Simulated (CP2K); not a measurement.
Vinyl chloride has these distinct C atoms: C1 (bonded to C and 2 H) and C2 (bonded to C, Cl and H).

```xyz
6

C    -0.7336   -0.1335   -0.0370
C     0.5384    0.2548    0.0302
Cl    1.8780   -0.8539    0.0696
H    -1.0194   -1.1832   -0.0737
H    -1.5200    0.6202   -0.0576
H     0.8566    1.2957    0.0685
```

Their partial C K spectra (CP2K XAS_TDP, all-electron GAPW, PBEh(45%), aug-pc-2, TDA, GW2X-corrected core level, no relativity) are given in random order, each times the number of alike atoms.

Gaussian full width 0.5 eV, oscillator strength per eV, alike atoms added, rows of zeros left out:

```tsv
E (eV)	curve 1	curve 2
285.25	0.000	0.001
285.50	0.000	0.021
285.75	0.000	0.081
286.00	0.000	0.082
286.25	0.001	0.021
286.50	0.021	0.001
286.75	0.088	0.000
287.00	0.091	0.000
287.25	0.024	0.000
287.50	0.002	0.000
288.25	0.006	0.000
288.50	0.048	0.000
288.75	0.097	0.001
289.00	0.049	0.011
289.25	0.006	0.035
289.50	0.000	0.037
289.75	0.000	0.013
290.00	0.006	0.005
290.25	0.020	0.009
290.50	0.018	0.014
290.75	0.004	0.008
291.00	0.001	0.005
291.25	0.003	0.012
291.50	0.003	0.016
291.75	0.003	0.015
292.00	0.005	0.007
292.25	0.011	0.006
292.50	0.014	0.007
292.75	0.010	0.005
293.00	0.005	0.004
293.25	0.003	0.010
293.50	0.002	0.017
293.75	0.003	0.010
294.00	0.005	0.011
294.25	0.005	0.022
294.50	0.009	0.015
294.75	0.022	0.010
295.00	0.020	0.020
295.25	0.008	0.023
295.50	0.007	0.014
295.75	0.008	0.006
```

**Question.** Which curve belongs to which atom?

Curve 1: C2 (bonded to C, Cl and H), leading line at 286.88 eV (f = 0.057 an atom), ionisation energy 292.50 eV, term value 5.62 eV. Curve 2: C1 (bonded to C and 2 H), leading line at 285.88 eV (f = 0.052 an atom), ionisation energy 291.33 eV, term value 5.45 eV. The leading line of an atom is its first one with 35 % of the strongest within 2.5 eV of its lowest line over the strength cut. A line lies at the core ionisation energy, which rises as an atom loses charge to its neighbours or to a π system, less the term value, which is large for a low π* or σ* orbital with weight on that atom.

[Banner, clock and machine lines of the logs are left out without a mark of their own.]

[Logs are printed without paths, hosts, clocks, repeated set-up lines and the standing remarks that a program may print on its own settings, such as how far it seeks lower states.]

[Hosts, paths, dates, database ids (printed as entryN), source tags and the programs' standing remarks are cut or masked in the printed files.]
